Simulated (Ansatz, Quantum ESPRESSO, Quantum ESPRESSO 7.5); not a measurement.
## Evanescent states of KF, rock salt type, lattice constant set to 5.152 Å

Wanted: the complex band structure of KF, rock salt type, lattice constant set to 5.152 Å, as for a tunnel barrier.

Program: Quantum ESPRESSO 7.5. Level of theory: plane-wave DFT, LDA, PseudoDojo norm-conserving pseudopotentials (cross-check by Ansatz 0.2.0 with PAW datasets). Results are calculated unless marked as measured.

This is a report of a sequence of runs, with most program output left out.

The structure was built from a prototype and need not be the compound's stable phase.

### 1. The starting structure

Symmetry: Fm-3m, No. 225, cubic system. The conventional cell has a = 5.152 Å, b = 5.152 Å, c = 5.152 Å, α = 90.00°, β = 90.00°, γ = 90.00°. Nearest to K lie 6 F at 2.58 Å. Nearest to F lie 6 K at 2.58 Å. Farther neighbours and most contacts between anions are not listed.

### 2. Self-consistent run

pwcond needs a cell whose third axis lies along the current and stands perpendicular to the other two.

Input file scf.in:

```
&control
  prefix = 'scf'
  outdir = './out'
  pseudo_dir = './pseudo'
  calculation = 'scf'
  tprnfor = .true.
/
&system
  ibrav = 0
  nat = 4
  ntyp = 2
  ecutwfc = 72
  ecutrho = 288
  occupations = 'fixed'
  nbnd = 20
/
&electrons
  conv_thr = 1e-09
  mixing_beta = 0.6
  electron_maxstep = 120
/
ATOMIC_SPECIES
  K   39.0983  K.dojo-sr-lda-0.4.1-standard.upf
  F   18.9984  F.dojo-sr-lda-0.4.1-standard.upf
CELL_PARAMETERS angstrom
  3.64301413667309 0.00000000000000 0.00000000000000
  0.00000000000000 3.64301413667309 0.00000000000000
  0.00000000000000 0.00000000000000 5.15200000000000
ATOMIC_POSITIONS crystal
  K   0.000000000000 0.000000000000 0.000000000000
  F   0.500000000000 0.500000000000 0.000000000000
  K   0.500000000000 0.500000000000 0.500000000000
  F   0.000000000000 0.000000000000 0.500000000000
K_POINTS automatic
  6 6 6 0 0 0
```

Started as:

```bash
OMP_NUM_THREADS=1 mpirun -n 2 pw.x -nk 2 -in scf.in > scf.out
```

The job ended after 18 s (2 MPI ranks of AMD EPYC 9R45, shared host; peak memory 0.22 GiB).

Read from the output:

| Quantity | Value |
| --- | --- |
| free energy | -2972.3587 eV |
| valence top, on the run's zero | 1.911 eV |
| conduction bottom, on the run's zero | 8.329 eV |
| gap by band count | 6.418 eV |

The run needed 9 iterations to bring the estimated error under 1e-09 Ry.

### 3. Complex band structure

ikind = 0 solves one period of the crystal for all kz, real and complex, at each energy and k across. ewind and epsproj trim the two-dimensional plane-wave basis; nz1 sets the subslabs.

Input file cbs.in:

```
&inputcond
  outdir = './out'
  prefixl = 'scf'
  band_file = 'cbs'
  ikind = 0
  ewind = 4.0
  epsproj = 1e-05
  nz1 = 7
  energy0 = 8.96
  denergy = -0.28
/
4
  0.00000000 0.00000000 1.00000000
  0.50000000 0.00000000 1.00000000
  0.50000000 0.50000000 1.00000000
  0.25000000 0.00000000 1.00000000
40
```

Started as:

```bash
OMP_NUM_THREADS=1 mpirun -n 2 pwcond.x -in cbs.in > cbs.out
```

Wall time 1.8 min (2 MPI ranks); peak memory 0.14 GiB.

Read from the output:

```
peak of the smallest κ at the zone centre : 0.459 Å⁻¹
energy of the peak at the zone centre     : 2.8 eV
peak of the smallest κ at (1/2, 1/2)      : 0.606 Å⁻¹
peak of the smallest κ at (1/4, 0)        : 0.512 Å⁻¹
```

K across = (0, 0) in the cell's reciprocal vectors; values within 0.0025 1/Å of each other count once, columns are sorted by size at each energy, a dash where no further value was kept. Table of Im kz of the slowest decaying states by energy, zero at the highest filled level of the SCF mesh:

| energy (eV) | decay 1 (Å⁻¹) | decay 2 (Å⁻¹) | decay 3 (Å⁻¹) |
| --- | --- | --- | --- |
| -1.96 | 0.496 | 1.16 | 1.69 |
| -1.68 | 0.458 | 1.12 | 1.67 |
| -1.40 | 0.411 | 1.08 | 1.65 |
| -1.12 | 0.348 | 1.03 | 1.62 |
| -0.84 | 0.252 | 0.961 | 1.60 |
| -0.56 | 0.872 | 1.57 | 1.67 |
| -0.28 | 0.723 | 1.55 | 1.64 |
| 0.00 | 0.192 | 0.266 | 1.52 |
| 0.28 | 0.227 | 0.327 | 0.66 |
| 0.56 | 0.302 | 0.402 | 0.768 |
| 1.12 | 0.382 | 0.496 | 0.858 |
| 1.40 | 0.407 | 0.529 | 0.881 |
| 1.68 | 0.425 | 0.556 | 0.897 |
| 1.96 | 0.439 | 0.578 | 0.907 |
| 2.24 | 0.449 | 0.597 | 0.914 |
| 2.52 | 0.455 | 0.614 | 0.918 |
| 2.80 | 0.459 | 0.628 | 0.919 |
| 3.08 | 0.459 | 0.64 | 0.917 |
| 3.36 | 0.457 | 0.65 | 0.915 |
| 3.64 | 0.452 | 0.659 | 0.91 |
| 3.92 | 0.444 | 0.666 | 0.904 |
| 4.20 | 0.433 | 0.672 | 0.897 |
| 4.48 | 0.418 | 0.677 | 0.888 |
| 4.76 | 0.399 | 0.68 | 0.878 |
| 5.04 | 0.376 | 0.683 | 0.867 |
| 5.32 | 0.346 | 0.685 | 0.855 |
| 5.60 | 0.307 | 0.685 | 0.841 |
| 5.88 | 0.257 | 0.685 | 0.809 |
| 6.44 | 0.682 | 0.698 | 0.793 |
| 6.72 | 0.634 | 0.679 | 0.775 |
| 7.00 | 0.563 | 0.675 | 0.755 |
| 7.28 | 0.479 | 0.67 | 0.733 |
| 7.56 | 0.376 | 0.664 | 0.71 |
| 7.84 | 0.228 | 0.657 | 0.685 |
| 8.12 | 0.649 | 0.658 | 0.827 |
| 8.40 | 0.629 | 0.64 | 0.803 |
| 8.68 | 0.597 | 0.629 | 0.779 |
| 8.96 | 0.562 | 0.617 | 0.755 |

K across = (0, 0) in the cell's reciprocal vectors. Table of Re kz of states that move upwards by energy, zero at the highest filled level of the SCF mesh:

| energy (eV) | channel 1 (Å⁻¹) | channel 2 (Å⁻¹) | channel 3 (Å⁻¹) |
| --- | --- | --- | --- |
| -1.96 | - | - | - |
| -1.68 | - | - | - |
| -1.12 | - | - | - |
| -0.84 | - | - | - |
| -0.56 | -0.511 | -0.507 | - |
| 0.00 | -0.207 | -0.207 | -0.0368 |
| 0.28 | - | - | - |
| 0.56 | - | - | - |
| 1.12 | - | - | - |
| 1.40 | - | - | - |
| 1.68 | - | - | - |
| 2.24 | - | - | - |
| 2.52 | - | - | - |
| 2.80 | - | - | - |
| 3.36 | - | - | - |
| 3.64 | - | - | - |
| 4.20 | - | - | - |
| 4.48 | - | - | - |
| 4.76 | - | - | - |
| 5.32 | - | - | - |
| 5.60 | - | - | - |
| 5.88 | - | - | - |
| 6.44 | 0.0554 | - | - |
| 6.72 | 0.209 | - | - |
| 7.00 | 0.298 | - | - |
| 7.56 | 0.438 | - | - |
| 7.84 | 0.501 | - | - |
| 8.12 | 0.197 | 0.560 | - |
| 8.68 | -0.546 | 0.477 | - |
| 8.96 | -0.490 | 0.572 | - |

K across = (1/2, 0) in the cell's reciprocal vectors; values within 0.0025 1/Å of each other count once, columns are sorted by size at each energy, a dash where no further value was kept. Table of Im kz of the slowest decaying states by energy, zero at the highest filled level of the SCF mesh:

| energy (eV) | decay 1 (Å⁻¹) | decay 2 (Å⁻¹) | decay 3 (Å⁻¹) |
| --- | --- | --- | --- |
| -1.96 | 0.463 | 0.951 | 1.05 |
| -1.68 | 0.417 | 0.897 | 1.00 |
| -1.40 | 0.353 | 0.827 | 0.947 |
| -1.12 | 0.238 | 0.73 | - |
| -0.84 | 0.564 | 0.76 | - |
| -0.56 | 0.245 | 0.469 | 0.472 |
| -0.28 | 0.575 | 0.578 | 0.666 |
| 0.00 | 0.176 | 0.758 | - |
| 0.28 | 0.308 | 0.816 | 0.844 |
| 0.56 | 0.377 | 0.855 | 0.898 |
| 1.12 | 0.46 | 0.906 | 0.963 |
| 1.40 | 0.488 | 0.923 | 0.985 |
| 1.68 | 0.511 | 0.935 | 1.00 |
| 1.96 | 0.53 | 0.945 | 1.01 |
| 2.24 | 0.545 | 0.952 | 1.02 |
| 2.52 | 0.558 | 0.957 | 1.03 |
| 2.80 | 0.569 | 0.96 | 1.04 |
| 3.08 | 0.578 | 0.962 | 1.04 |
| 3.36 | 0.585 | 0.962 | 1.04 |
| 3.64 | 0.591 | 0.96 | 1.04 |
| 3.92 | 0.595 | 0.958 | 1.04 |
| 4.20 | 0.597 | 0.955 | 1.04 |
| 4.48 | 0.599 | 0.95 | 1.04 |
| 4.76 | 0.599 | 0.945 | 1.04 |
| 5.04 | 0.599 | 0.939 | 1.03 |
| 5.32 | 0.597 | 0.933 | 1.03 |
| 5.60 | 0.594 | 0.926 | 1.02 |
| 5.88 | 0.59 | 0.918 | 1.01 |
| 6.44 | 0.578 | 0.902 | 0.998 |
| 6.72 | 0.57 | 0.895 | 0.989 |
| 7.00 | 0.561 | 0.888 | 0.98 |
| 7.28 | 0.55 | 0.884 | 0.969 |
| 7.56 | 0.539 | 0.886 | 0.959 |
| 7.84 | 0.526 | 0.905 | 0.947 |
| 8.12 | 0.512 | 0.935 | 0.949 |
| 8.40 | 0.498 | 0.899 | 0.923 |
| 8.68 | 0.487 | 0.836 | 0.91 |
| 8.96 | 0.49 | 0.742 | 0.896 |

K across = (1/2, 1/2) in the cell's reciprocal vectors; values within 0.0025 1/Å of each other count once, columns are sorted by size at each energy, a dash where no further value was kept. Table of Im kz of the slowest decaying states by energy, zero at the highest filled level of the SCF mesh:

| energy (eV) | decay 1 (Å⁻¹) | decay 2 (Å⁻¹) | decay 3 (Å⁻¹) |
| --- | --- | --- | --- |
| -1.96 | 0.511 | 1.11 | 2.19 |
| -1.68 | 0.476 | 1.07 | 2.17 |
| -1.12 | 0.375 | 0.973 | 2.13 |
| -0.84 | 0.291 | 0.902 | 2.12 |
| -0.56 | 0.119 | 0.802 | 2.10 |
| 0.00 | 0.061 | 0.148 | 0.673 |
| 0.28 | 0.269 | 0.546 | 0.893 |
| 0.56 | 0.353 | 0.643 | 0.996 |
| 1.12 | 0.449 | 0.721 | 1.11 |
| 1.40 | 0.48 | 0.738 | 1.15 |
| 1.68 | 0.506 | 0.748 | 1.19 |
| 2.24 | 0.544 | 0.754 | 1.23 |
| 2.52 | 0.558 | 0.751 | 1.25 |
| 2.80 | 0.57 | 0.746 | 1.27 |
| 3.36 | 0.588 | 0.729 | 1.29 |
| 3.64 | 0.595 | 0.718 | 1.30 |
| 4.20 | 0.603 | 0.689 | 1.32 |
| 4.48 | 0.605 | 0.672 | 1.32 |
| 4.76 | 0.606 | 0.653 | 1.33 |
| 5.32 | 0.605 | 0.608 | 1.34 |
| 5.60 | 0.582 | 0.603 | 1.34 |
| 5.88 | 0.553 | 0.599 | 1.34 |
| 6.44 | 0.485 | 0.588 | 1.34 |
| 6.72 | 0.444 | 0.581 | 1.35 |
| 7.00 | 0.397 | 0.573 | 1.35 |
| 7.56 | 0.269 | 0.552 | 1.35 |
| 7.84 | 0.163 | 0.539 | 1.35 |
| 8.12 | 0.524 | 1.35 | 1.37 |
| 8.68 | 0.487 | 1.31 | 1.35 |
| 8.96 | 0.465 | 1.28 | 1.36 |

K across = (1/4, 0) in the cell's reciprocal vectors; values within 0.0025 1/Å of each other count once, columns are sorted by size at each energy, a dash where no further value was kept. Im kz of the slowest decaying states against energy, zero at the highest filled level of the SCF mesh:

| energy (eV) | decay 1 (Å⁻¹) | decay 2 (Å⁻¹) | decay 3 (Å⁻¹) |
| --- | --- | --- | --- |
| -1.96 | 0.482 | 1.04 | 1.10 |
| -1.68 | 0.442 | 1 | 1.06 |
| -1.12 | 0.319 | 0.879 | 0.951 |
| -0.84 | 0.191 | 0.782 | 0.869 |
| -0.56 | 0.609 | 0.74 | 1.73 |
| 0.00 | 0.096 | 0.203 | 0.633 |
| 0.28 | 0.264 | 0.33 | 0.763 |
| 0.56 | 0.335 | 0.4 | 0.815 |
| 1.12 | 0.415 | 0.489 | 0.872 |
| 1.40 | 0.441 | 0.519 | 0.888 |
| 1.68 | 0.461 | 0.545 | 0.9 |
| 2.24 | 0.489 | 0.584 | 0.913 |
| 2.52 | 0.498 | 0.6 | 0.916 |
| 2.80 | 0.505 | 0.613 | 0.916 |
| 3.36 | 0.512 | 0.633 | 0.912 |
| 3.64 | 0.512 | 0.641 | 0.908 |
| 4.20 | 0.507 | 0.653 | 0.896 |
| 4.48 | 0.501 | 0.657 | 0.888 |
| 4.76 | 0.494 | 0.661 | 0.879 |
| 5.32 | 0.47 | 0.664 | 0.857 |
| 5.60 | 0.454 | 0.664 | 0.845 |
| 5.88 | 0.434 | 0.663 | 0.831 |
| 6.44 | 0.379 | 0.658 | 0.799 |
| 6.72 | 0.341 | 0.654 | 0.781 |
| 7.00 | 0.29 | 0.648 | 0.761 |
| 7.56 | 0.057 | 0.63 | 0.715 |
| 7.84 | 0.609 | 0.688 | 0.758 |
| 8.12 | 0.557 | 0.649 | 0.658 |
| 8.68 | 0.326 | 0.585 | 0.615 |
| 8.96 | 0.541 | 0.601 | 0.655 |

### 4. Complex band structure, with nz1 = 1

A sensitivity test on the input.

cbs.w.in is the input of step 3 with these lines changed:

```diff
@@ -3,3 +3,3 @@
   prefixl = 'scf'
-  band_file = 'cbs'
+  band_file = 'cbs.w'
   ikind = 0
@@ -7,3 +7,3 @@
   epsproj = 1e-05
-  nz1 = 7
+  nz1 = 1
   energy0 = 8.96
```

Started as:

```bash
OMP_NUM_THREADS=1 mpirun -n 2 pwcond.x -in cbs.w.in > cbs.w.out
```

The job ended after 81 s (2 MPI ranks; peak memory 0.14 GiB; 2.5 min of CPU time).

The changed values were drawn from a wide range, not chosen for quality; the comparison shows what they did here together.

### 5. Complex bands with pwcond.x, with kind = 1

Another try, with an input changed as a hurried user might.

cbs.bad.in is the input of step 3 with these lines changed:

```diff
@@ -3,3 +3,3 @@
   prefixl = 'scf'
-  band_file = 'cbs'
+  band_file = 'cbs.bad'
   ikind = 0
@@ -8,2 +8,3 @@
   nz1 = 7
+  kind = 1
   energy0 = 8.96
```

Started as:

```bash
OMP_NUM_THREADS=1 mpirun -n 2 pwcond.x -in cbs.bad.in > cbs.bad.out
```

Elapsed: 0.85 s, on 2 MPI ranks; peak memory 0.09 GiB.

The input was rejected at the start.

A key was misspelt on purpose.

The message: “do_cond (5010): -------------------------------------------------------------------------- MPI_ABORT was invoked on rank 0 in communicator MPI_COMM_WORLD Proc: [[19980,1],0] Errorcode: 1 NOTE: invoking MPI_ABORT causes Open MPI to kill all MPI processes. You may or may not see output from other proc”. The namelist reader stops at a key that the namelist doesn't hold; the line has to be put right or, where the proper key already stands in the input, deleted.

### 6. The same in Ansatz

A second code with its own PAW datasets, on the same atoms.

Level of this step: plane-wave DFT, LDA, Ansatz PAW (Ansatz 0.2.0).

Input file input.yaml:

```yaml
crystal:
  lattice:
    - [3.6430141367, 0.0, 0.0]
    - [0.0, 3.6430141367, 0.0]
    - [0.0, 0.0, 5.152]
  atoms:
    - { symbol: K, position: [0.0, 0.0, 0.0] }
    - { symbol: F, position: [0.5, 0.5, 0.0] }
    - { symbol: K, position: [0.5, 0.5, 0.5] }
    - { symbol: F, position: [0.0, 0.0, 0.5] }
kpoints:
  mp_grid: { grid: [6, 6, 6] }
hamiltonian:
  xc: lda
scf:
  occupations: { method: fixed }
  convergence: { dr2_threshold: 1.0e-09 }
output:
  transmission:
    leads: [[0, 0]]
    kpoints: [[0, 0], [0.5, 0], [0.5, 0.5], [0.25, 0]]
    e_range: [-1.96, 8.96]
    de: 0.28
```

Started as:

```bash
ansatz run input.yaml --threads 2 --pin off --max-ram 4096MiB --backend cpu --events-out ev --progress --plain --runs-dir out
```

The job ended after 14 s (2 threads; peak memory 0.41 GiB).

Read from the output:

* free energy: -4585.5575 eV
* gap by band count: 6.402 eV
* symmetry operations: 32
* slowest decay at the grid energy nearest mid-gap: 0.4584 Å⁻¹
* peak of the smallest κ at the zone centre: 0.4584 Å⁻¹
* energy of the peak at the zone centre: 3.08 eV
* peak of the smallest κ at (1/2, 1/2): 0.6058 Å⁻¹
* peak of the smallest κ at (1/4, 0): 0.5117 Å⁻¹
* valence top, on the run's zero: 1.825 eV

K across = (0, 0) in the cell's reciprocal vectors; values within 0.0025 1/Å of each other count once, columns are sorted by size at each energy, a dash where no further value was kept. Im kz of the slowest decaying states against energy, zero at the highest filled level of the SCF mesh:

| energy (eV) | decay 1 (Å⁻¹) | decay 2 (Å⁻¹) | decay 3 (Å⁻¹) |
| --- | --- | --- | --- |
| -1.96 | 0.494 | 1.16 | - |
| -1.68 | 0.456 | 1.12 | - |
| -1.40 | 0.408 | 1.08 | - |
| -1.12 | 0.345 | 1.02 | - |
| -0.84 | 0.247 | 0.958 | - |
| -0.56 | 0.868 | - | - |
| -0.28 | 0.715 | - | - |
| 0.00 | 0.0217 | 0.0887 | 0.199 |
| 0.28 | 0.230 | 0.329 | 0.665 |
| 0.56 | 0.303 | 0.404 | 0.770 |
| 1.12 | 0.383 | 0.497 | 0.859 |
| 1.40 | 0.407 | 0.529 | 0.882 |
| 1.68 | 0.425 | 0.556 | 0.897 |
| 1.96 | 0.439 | 0.578 | 0.907 |
| 2.24 | 0.448 | 0.597 | 0.914 |
| 2.52 | 0.455 | 0.614 | 0.917 |
| 2.80 | 0.458 | 0.628 | 0.918 |
| 3.08 | 0.458 | 0.639 | 0.917 |
| 3.36 | 0.456 | 0.650 | 0.914 |
| 3.64 | 0.451 | 0.658 | 0.909 |
| 3.92 | 0.443 | 0.666 | 0.903 |
| 4.20 | 0.432 | 0.672 | 0.896 |
| 4.48 | 0.417 | 0.676 | 0.887 |
| 4.76 | 0.398 | 0.680 | 0.877 |
| 5.04 | 0.374 | 0.683 | 0.866 |
| 5.32 | 0.343 | 0.684 | 0.853 |
| 5.60 | 0.305 | 0.685 | 0.840 |
| 5.88 | 0.253 | 0.685 | 0.805 |
| 6.44 | 0.681 | 0.693 | 0.792 |
| 6.72 | 0.629 | 0.678 | 0.773 |
| 7.00 | 0.556 | 0.674 | 0.753 |
| 7.28 | 0.471 | 0.669 | 0.732 |
| 7.56 | 0.366 | 0.663 | 0.708 |
| 7.84 | 0.211 | 0.656 | 0.683 |
| 8.12 | 0.648 | 0.656 | 0.825 |
| 8.40 | 0.627 | 0.639 | 0.801 |
| 8.68 | 0.594 | 0.628 | 0.777 |
| 8.96 | 0.559 | 0.616 | 0.753 |

K across = (0, 0) in the cell's reciprocal vectors. Table of Re kz of states that move upwards by energy, zero at the highest filled level of the SCF mesh:

| energy (eV) | channel 1 (Å⁻¹) | channel 2 (Å⁻¹) |
| --- | --- | --- |
| -1.96 | - | - |
| -1.40 | - | - |
| -0.84 | - | - |
| -0.28 | -0.277 | -0.237 |
| 0.00 | - | - |
| 0.56 | - | - |
| 1.12 | - | - |
| 1.68 | - | - |
| 2.24 | - | - |
| 2.80 | - | - |
| 3.36 | - | - |
| 3.64 | - | - |
| 4.20 | - | - |
| 4.76 | - | - |
| 5.32 | - | - |
| 5.88 | - | - |
| 6.44 | 0.0725 | - |
| 7.00 | 0.302 | - |
| 7.28 | 0.375 | - |
| 7.84 | 0.504 | - |
| 8.40 | -0.599 | 0.375 |
| 8.96 | -0.487 | 0.579 |

K across = (1/2, 0) in the cell's reciprocal vectors; values within 0.0025 1/Å of each other count once, columns are sorted by size at each energy, a dash where no further value was kept. Im kz of the slowest decaying states against energy, zero at the highest filled level of the SCF mesh:

| energy (eV) | decay 1 (Å⁻¹) | decay 2 (Å⁻¹) | decay 3 (Å⁻¹) |
| --- | --- | --- | --- |
| -1.96 | 0.461 | 0.949 | 1.05 |
| -1.68 | 0.415 | 0.894 | 1.00 |
| -1.12 | 0.231 | 0.726 | 0.868 |
| -0.84 | 0.558 | 0.754 | - |
| -0.56 | 0.233 | 0.479 | - |
| 0.00 | 0.183 | 0.760 | - |
| 0.28 | 0.310 | 0.817 | 0.846 |
| 0.56 | 0.379 | 0.856 | 0.899 |
| 1.12 | 0.461 | 0.906 | 0.964 |
| 1.40 | 0.489 | 0.922 | 0.985 |
| 1.68 | 0.511 | 0.935 | 1.00 |
| 2.24 | 0.545 | 0.951 | 1.02 |
| 2.52 | 0.558 | 0.956 | 1.03 |
| 2.80 | 0.569 | 0.959 | 1.04 |
| 3.36 | 0.585 | 0.961 | 1.04 |
| 3.64 | 0.590 | 0.959 | 1.04 |
| 4.20 | 0.597 | 0.954 | 1.04 |
| 4.48 | 0.598 | 0.949 | 1.04 |
| 4.76 | 0.599 | 0.944 | 1.04 |
| 5.32 | 0.596 | 0.931 | 1.03 |
| 5.60 | 0.593 | 0.924 | 1.02 |
| 5.88 | 0.589 | 0.916 | 1.01 |
| 6.44 | 0.577 | 0.900 | 0.997 |
| 6.72 | 0.569 | 0.893 | 0.988 |
| 7.00 | 0.560 | 0.886 | 0.978 |
| 7.56 | 0.537 | 0.884 | 0.957 |
| 7.84 | 0.524 | 0.904 | 0.946 |
| 8.12 | 0.510 | 0.934 | 0.946 |
| 8.68 | 0.486 | 0.832 | 0.908 |
| 8.96 | 0.490 | 0.736 | 0.895 |

K across = (1/2, 1/2) in the cell's reciprocal vectors; values within 0.0025 1/Å of each other count once, columns are sorted by size at each energy, a dash where no further value was kept. Table of Im kz of the slowest decaying states by energy, zero at the highest filled level of the SCF mesh:

| energy (eV) | decay 1 (Å⁻¹) | decay 2 (Å⁻¹) | decay 3 (Å⁻¹) |
| --- | --- | --- | --- |
| -1.96 | 0.510 | 1.11 | - |
| -1.68 | 0.474 | 1.07 | - |
| -1.12 | 0.372 | 0.970 | - |
| -0.84 | 0.287 | 0.899 | - |
| -0.56 | 0.106 | 0.797 | - |
| 0.00 | 0.0791 | 0.200 | 0.688 |
| 0.28 | 0.272 | 0.551 | 0.897 |
| 0.56 | 0.355 | 0.645 | 0.999 |
| 1.12 | 0.449 | 0.721 | 1.12 |
| 1.40 | 0.481 | 0.738 | 1.16 |
| 1.68 | 0.506 | 0.748 | 1.19 |
| 2.24 | 0.544 | 0.753 | 1.23 |
| 2.52 | 0.558 | 0.750 | 1.25 |
| 2.80 | 0.570 | 0.745 | 1.27 |
| 3.36 | 0.588 | 0.728 | 1.29 |
| 3.64 | 0.594 | 0.716 | 1.30 |
| 4.20 | 0.603 | 0.687 | 1.32 |
| 4.48 | 0.605 | 0.670 | 1.32 |
| 4.76 | 0.606 | 0.651 | 1.33 |
| 5.32 | 0.604 | 1.34 | - |
| 5.60 | 0.580 | 0.602 | 1.34 |
| 5.88 | 0.551 | 0.598 | 1.34 |
| 6.44 | 0.482 | 0.588 | 1.34 |
| 6.72 | 0.441 | 0.580 | 1.35 |
| 7.00 | 0.393 | 0.572 | 1.35 |
| 7.56 | 0.263 | 0.551 | 1.35 |
| 7.84 | 0.152 | 0.538 | 1.35 |
| 8.12 | 0.523 | 1.35 | 1.37 |
| 8.68 | 0.486 | 1.31 | 1.35 |
| 8.96 | 0.463 | 1.27 | 1.36 |

K across = (1/4, 0) in the cell's reciprocal vectors; values within 0.0025 1/Å of each other count once, columns are sorted by size at each energy, a dash where no further value was kept. The Im kz of the slowest decaying states by energy, zero at the highest filled level of the SCF mesh:

| energy (eV) | decay 1 (Å⁻¹) | decay 2 (Å⁻¹) | decay 3 (Å⁻¹) |
| --- | --- | --- | --- |
| -1.96 | 0.481 | 1.04 | 1.10 |
| -1.40 | 0.388 | 0.944 | 1.01 |
| -0.84 | 0.183 | 0.777 | 0.866 |
| -0.28 | 0.296 | 0.438 | 0.469 |
| 0.00 | 0.107 | 0.209 | 0.638 |
| 0.56 | 0.336 | 0.402 | 0.816 |
| 1.12 | 0.416 | 0.489 | 0.872 |
| 1.68 | 0.461 | 0.545 | 0.900 |
| 2.24 | 0.489 | 0.584 | 0.912 |
| 2.80 | 0.505 | 0.613 | 0.916 |
| 3.36 | 0.511 | 0.633 | 0.911 |
| 3.64 | 0.512 | 0.641 | 0.907 |
| 4.20 | 0.506 | 0.653 | 0.895 |
| 4.76 | 0.493 | 0.660 | 0.878 |
| 5.32 | 0.469 | 0.663 | 0.856 |
| 5.88 | 0.433 | 0.662 | 0.829 |
| 6.44 | 0.377 | 0.657 | 0.798 |
| 7.00 | 0.286 | 0.647 | 0.760 |
| 7.28 | 0.210 | 0.640 | 0.738 |
| 7.84 | 0.607 | 0.685 | 0.756 |
| 8.40 | 0.457 | 0.621 | 0.628 |
| 8.96 | 0.538 | 0.600 | 0.653 |

### 7. By hand

T falls as exp(−2κd). With κ = 0.458 1/Å, 10 Å of barrier pass exp(−2 × 0.458 × 10) = 1.0e-4 of that channel, interfaces aside.

### 8. What came out

```json
{
  "gap on the SCF mesh": "6.42 eV",
  "smallest κ at mid-gap among the four k points, at the zone centre": "0.458 Å⁻¹",
  "peak of the smallest κ in the stop band at the zone centre": "0.459 Å⁻¹",
  "peak of the smallest κ in the stop band at (1/2, 1/2)": "0.606 Å⁻¹",
  "peak of the smallest κ in the stop band at (1/4, 0)": "0.512 Å⁻¹",
  "energy of the peak at the zone centre, over the highest filled level": "2.80 eV",
  "peak at the zone centre by Ansatz": "0.458 Å⁻¹"
}
```

In words: With a gap of 6.42 eV on the mesh, the smallest κ at mid-gap among the four k points, at the zone centre is 0.458 Å⁻¹ (LDA, PseudoDojo norm-conserving). For a barrier with the Fermi level at mid-gap the slowest state found, at the zone centre, loses a factor of ten in probability every 2.5 Å or so. Stop bands away from the zone centre are mostly wider than the gap, so their peaks can lie above the conduction bottom. At the zone centre pwcond's peak is 0.459 and Ansatz's 0.458 1/Å, 0 % apart. The cell is the a/√2 one, turned by 45°, with two primitive cells, so X along [001] folds onto kz = 0. A semilocal gap is too small, often by a third to a half and by more in narrow-gap crystals, so real barriers decay faster.

[Logs are printed without paths, hosts, clocks, repeated set-up lines and the standing remarks that a program may print on its own settings, such as how far it seeks lower states.]

[Hosts, paths, dates, database ids (printed as entryN), source tags and the programs' standing remarks are cut or masked in the printed files.]

[Maps of the electrostatic potential energy from Ansatz leave out the sawtooth potential of an applied field or a dipole correction, so their vacuum need not be flat; planar profiles and work functions include it.]
